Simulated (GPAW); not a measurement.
# Screening of a field by Ti2COS MXene monolayer, part 2 of 2

How does Ti2COS MXene monolayer screen a perpendicular field?

GPAW 26.7.0; GPAW, PAW setups; layer in a repeated cell with vacuum, relaxation of atoms and in-plane cell (the session's first sound run).

So far, dipole along the normal (e·Å): step 2 (relaxation) 0.0257; step 3 (the slab's potential) 0.0172.

## Step 4: Field on

A uniform field along the normal polarises the slab; the atoms stay fixed, so this is the electronic response alone.

The input, run.py:

```python
import json
import numpy as np
from ase import Atoms
from gpaw import GPAW, PW
from gpaw.external import ConstantElectricField

slab = Atoms(
    ['S', 'Ti', 'C', 'Ti', 'O'],
    positions=[
        [0.00000, 1.78620, 7.00000],
        [1.54690, 0.89310, 8.60676],
        [0.00000, 0.00000, 9.80316],
        [0.00000, 1.78620, 11.13060],
        [1.54690, 0.89310, 12.01199]],
    cell=[[3.09379, -0.0, 0.0], [-1.5469, 2.67931, 0.0], [0.0, 0.0, 19.012]],
    pbc=[True, True, False])

slab.calc = GPAW(mode=PW(500), xc='PBE', kpts={'size': (12, 12, 1), 'gamma': True},
                 occupations={'name': 'fermi-dirac', 'width': 0.05}, nbands='160%',
                 convergence={'density': 1e-05}, maxiter=200,
                 poissonsolver={'dipolelayer': 'xy'},
                 external=ConstantElectricField(-0.2, [0, 0, 1]),
                 symmetry={'tolerance': 1e-3}, txt='slab.txt')
result = {}
energy = slab.get_potential_energy()
fermi = slab.calc.get_fermi_level()
v = slab.calc.get_electrostatic_potential().mean((0, 1)) - fermi
n = slab.calc.get_pseudo_density().mean((0, 1))
L = slab.cell[2, 2]
z = np.arange(len(v)) * L / len(v)
low, high = slab.positions[:, 2].min(), slab.positions[:, 2].max()
below, above = np.interp([low - 4.8, high + 4.8], z, v)
slopes = [np.interp(x, z, np.gradient(v, z)) for x in (low - 4.8, high + 4.8)]
eps = np.array([[slab.calc.get_eigenvalues(k, s) for k in range(len(slab.calc.get_ibz_k_points()))]
                for s in range(slab.calc.get_number_of_spins())]) - fermi
top, bottom = eps[eps < 0].max(), eps[eps > 0].min()
dipole = slab.get_dipole_moment()[2]
print(f'energy {energy:.4f} eV, Fermi level {fermi:.4f} eV, dipole {dipole:.5f} e A')
print(f'potential 4.8 A off the faces, from the Fermi level: lower {below:.4f} eV, upper {above:.4f} eV')
print(f'slope of the potential there: lower {slopes[0]:.5f}, upper {slopes[1]:.5f} eV/A')
print(f'nearest levels on the mesh: {top:.4f} and {bottom:.4f} eV')
print('magnetic moment', round(slab.get_magnetic_moment(), 3))
result.update(energy=energy, fermi=fermi, dipole=dipole, below=below, above=above, slopes=slopes, edges=[top, bottom],
              z=z.tolist(), v=v.tolist(), n=n.tolist(), positions=slab.positions.tolist(),
              forces=slab.get_forces(apply_constraint=False).tolist(), moments=slab.get_magnetic_moments().tolist())
json.dump(result, open('result.json', 'w'))
```

On the command line:

```sh
OMP_NUM_THREADS=1 OPENBLAS_NUM_THREADS=1 python run.py
```

Run time: 3.3 min. Hardware: 1 thread of Arm Neoverse V1, shared host; peak memory 0.48 GiB.

This step gave:

| Property | Result |
| --- | --- |
| dipole along the normal | -0.04230 e·Å |
| levels nearest the Fermi level on the mesh | -0.05737, 0.03799 eV from the Fermi level |
| potential below the slab, the applied field's own ramp left out | 5.271 eV from the Fermi level |
| potential above the slab, the applied field's own ramp left out | 6.196 eV from the Fermi level |

The electrostatic potential energy of an electron (without an applied field's), less the Fermi level, planar mean oscillates, so the rows of the table below give means over windows of 0.5 Å about each position, cut where the curve ends. Its maxima inside the range that stand out by 2 % of the span (Å: eV): 7.79: -4.53, 9.32: -6.66, 10.27: -4.98, 11.69: -11.5. Its minima: 7.03: -19.9, 8.65: -17.6, 9.79: -11.1, 11.12: -18.0, 11.88: -12.5.

Table of electrostatic potential energy of an electron (without an applied field's), less the Fermi level, planar mean by z; means over each step:

```csv
z (Å),"electrostatic potential energy of an electron (without an applied field's), less the Fermi level, planar mean (eV)"
0.0,5.56
0.5,5.30
1.0,5.27
1.5,5.27
2.0,5.27
2.5,5.27
3.0,5.27
3.5,5.27
4.0,5.27
4.5,5.25
5.0,5.17
5.5,4.78
6.0,2.82
6.5,-5.54
7.0,-17.7
7.5,-8.13
8.0,-7.13
8.5,-16.0
9.0,-11.5
9.5,-8.18
10.0,-8.35
10.5,-6.99
11.0,-16.0
11.5,-13.8
12.0,-10.7
12.5,0.645
13.0,5.28
13.5,6.04
14.0,6.17
14.5,6.19
15.0,6.19
15.5,6.20
16.0,6.20
16.5,6.20
17.0,6.20
17.5,6.20
18.0,6.20
18.5,6.17
```

Force by atom:

```csv
atom,x (eV/Å),y (eV/Å),z (eV/Å),size
S1,0.000,0.000,0.007,0.007
Ti2,0.000,0.000,-0.029,0.029
C3,0.000,0.000,0.029,0.029
Ti4,0.000,0.000,-0.133,0.133
O5,0.002,-0.001,0.090,0.090
```

The dipole is now -0.0423 e Å, against 0.017 in the run without a field.

## Step 5: Field on

run.py, as its differences from that of step 4:

```diff
@@ -21,3 +21,3 @@
                  poissonsolver={'dipolelayer': 'xy'},
-                 external=ConstantElectricField(-0.2, [0, 0, 1]),
+                 external=ConstantElectricField(-0.1, [0, 0, 1]),
                  symmetry={'tolerance': 1e-3}, txt='slab.txt')
```

The job ended after 3.2 min (1 thread; peak memory 0.48 GiB).

This step gave:

- dipole along the normal: -0.01239 e·Å
- levels nearest the Fermi level on the mesh: -0.05561, 0.03881 eV from the Fermi level
- potential below the slab, the applied field's own ramp left out: 5.619 eV from the Fermi level
- potential above the slab, the applied field's own ramp left out: 5.890 eV from the Fermi level

The electrostatic potential energy of an electron (without an applied field's), less the Fermi level, planar mean oscillates, so the rows of the table below give means over windows of 0.5 Å about each position, cut where the curve ends. Its maxima inside the range that stand out by 2 % of the span (Å: eV): 7.79: -4.37, 9.32: -6.65, 10.27: -5.06, 11.69: -11.7. Its minima: 7.03: -19.7, 8.65: -17.5, 9.79: -11.2, 11.12: -18.1, 11.88: -12.7.

The electrostatic potential energy of an electron (without an applied field's), less the Fermi level, planar mean by z; means over each step:

| z (Å) | electrostatic potential energy of an electron (without an applied field's), less the Fermi level, planar mean (eV) |
| --- | --- |
| 0.0 | 5.70 |
| 0.5 | 5.63 |
| 1.0 | 5.62 |
| 1.5 | 5.62 |
| 2.0 | 5.62 |
| 2.5 | 5.62 |
| 3.0 | 5.62 |
| 3.5 | 5.62 |
| 4.0 | 5.61 |
| 4.5 | 5.60 |
| 5.0 | 5.52 |
| 5.5 | 5.12 |
| 6.0 | 3.14 |
| 6.5 | -5.25 |
| 7.0 | -17.5 |
| 7.5 | -7.93 |
| 8.0 | -6.99 |
| 8.5 | -15.9 |
| 9.0 | -11.4 |
| 9.5 | -8.18 |
| 10.0 | -8.40 |
| 10.5 | -7.08 |
| 11.0 | -16.1 |
| 11.5 | -14.0 |
| 12.0 | -10.9 |
| 12.5 | 0.374 |
| 13.0 | 4.99 |
| 13.5 | 5.73 |
| 14.0 | 5.86 |
| 14.5 | 5.88 |
| 15.0 | 5.89 |
| 15.5 | 5.89 |
| 16.0 | 5.89 |
| 16.5 | 5.89 |
| 17.0 | 5.89 |
| 17.5 | 5.89 |
| 18.0 | 5.89 |
| 18.5 | 5.88 |

Force by atom:

```csv
atom,x (eV/Å),y (eV/Å),z (eV/Å),size
S1,0.0000,0.0000,0.0064,0.0064
Ti2,-0.0001,0.0000,-0.0200,0.0200
C3,0.0000,0.0000,0.0133,0.0133
Ti4,-0.0002,0.0002,-0.0904,0.0904
O5,0.0016,-0.0010,0.0551,0.0551
```

The dipole is now -0.0124 e Å, against 0.017 in the run without a field.

## Step 6: Field on

run.py, as its differences from that of step 5:

```diff
@@ -21,3 +21,3 @@
                  poissonsolver={'dipolelayer': 'xy'},
-                 external=ConstantElectricField(-0.1, [0, 0, 1]),
+                 external=ConstantElectricField(-0.05, [0, 0, 1]),
                  symmetry={'tolerance': 1e-3}, txt='slab.txt')
```

Run time: 3.2 min. Hardware: 1 thread; peak memory 0.48 GiB.

The electrostatic potential energy of an electron (without an applied field's), less the Fermi level, planar mean oscillates, so the rows of the table below give means over windows of 1 Å about each position, cut where the curve ends. Its maxima inside the range that stand out by 2 % of the span (Å: eV): 7.8: -4.29, 9.3: -6.64, 10.3: -5.10, 11.7: -11.8. Its minima: 7.0: -19.6, 8.7: -17.5, 9.8: -11.2, 11.1: -18.2, 11.9: -12.8.

Table of electrostatic potential energy of an electron (without an applied field's), less the Fermi level, planar mean by z; means over each step:

```csv
z (Å),"electrostatic potential energy of an electron (without an applied field's), less the Fermi level, planar mean (eV)"
0,5.78
1,5.79
2,5.79
3,5.79
4,5.79
5,5.66
6,2.52
7,-13.4
8,-8.41
9,-11.7
10,-7.95
11,-14.2
12,-9.12
13,4.43
14,5.70
15,5.74
16,5.74
17,5.74
18,5.74
```

## Step 7: Field on

run.py, as its differences from that of step 6:

```diff
@@ -21,3 +21,3 @@
                  poissonsolver={'dipolelayer': 'xy'},
-                 external=ConstantElectricField(-0.05, [0, 0, 1]),
+                 external=ConstantElectricField(0.05, [0, 0, 1]),
                  symmetry={'tolerance': 1e-3}, txt='slab.txt')
```

Run time: 3.1 min. Hardware: 1 thread; peak memory 0.48 GiB.

## Step 8: In a field

run.py, as its differences from that of step 7:

```diff
@@ -21,3 +21,3 @@
                  poissonsolver={'dipolelayer': 'xy'},
-                 external=ConstantElectricField(0.05, [0, 0, 1]),
+                 external=ConstantElectricField(0.1, [0, 0, 1]),
                  symmetry={'tolerance': 1e-3}, txt='slab.txt')
```

The job ended after 3.1 min (1 thread; peak memory 0.48 GiB).

The dipole is now 0.0475 e Å, against 0.017 in the run without a field.

## Step 9: In a field

run.py, as its differences from that of step 8:

```diff
@@ -21,3 +21,3 @@
                  poissonsolver={'dipolelayer': 'xy'},
-                 external=ConstantElectricField(0.1, [0, 0, 1]),
+                 external=ConstantElectricField(0.2, [0, 0, 1]),
                  symmetry={'tolerance': 1e-3}, txt='slab.txt')
```

Wall time 3 min (1 thread); peak memory 0.48 GiB.

The dipole is now 0.0774 e Å, against 0.017 in the run without a field.

## Step 10: Field on

run.py, as its differences from that of step 9:

```diff
@@ -21,3 +21,3 @@
                  poissonsolver={'dipolelayer': 'xy'},
-                 external=ConstantElectricField(0.2, [0, 0, 1]),
+                 external=ConstantElectricField(0.3, [0, 0, 1]),
                  symmetry={'tolerance': 1e-3}, txt='slab.txt')
```

It took 3 min on 1 thread; peak memory 0.48 GiB.

The dipole is now 0.107 e Å, against 0.017 in the run without a field.

## Step 11: The series

The members are put on one axis.

This step: induced dipole against applied field (GPAW 26.7.0).

Dipole along the normal against field:

```
field (V/Å)  dipole along the normal (e·Å)
     -0.200                        -0.0423
     -0.100                        -0.0124
     -0.050                        0.00257
      0.000                         0.0172
      0.050                         0.0325
      0.100                         0.0475
      0.200                         0.0774
      0.300                          0.107
```

## Step 12: Results

| Item | Value |
| --- | --- |
| work function, upper and lower face | 5.585 and 5.967 eV |
| dipole along the normal | 0.0172 e Å |
| induced dipole per field | 0.299 e Å per V/Å |
| out-of-plane polarisability per area, α/(ε0 A) | 6.53 Å |

In words: The field induces 0.299 e Å per V/Å, a polarisable thickness α/(ε0 A) of 6.53 Å beside 5.01 Å between the outermost nuclei. A perfect conductor would give the distance between its two image planes; a dielectric of thickness t gives t(1 - 1/ε). The two faces differ by 0.38 eV, the step that the slab's dipole makes (e p/(ε0 A) gives 0.38 eV), so the dipole layer is needed. The induced dipole is linear in the field over this range. The relaxation of atoms and cell ran in a fully periodic cell without the dipole layer, so the atoms of this polar layer felt a small spurious field. The runs had no spin polarisation, so a magnetic state, which thin layers of d-metal atoms can have, wasn't tested. The layer's cell and atoms come from the relaxation; spin-orbit coupling and temperature are left out.

[Logs are printed without paths, hosts, clocks, repeated set-up lines and the standing remarks that a program may print on its own settings, such as how far it seeks lower states.]

[Hosts, paths, dates, database ids (printed as entryN), source tags and the programs' standing remarks are cut or masked in the printed files.]
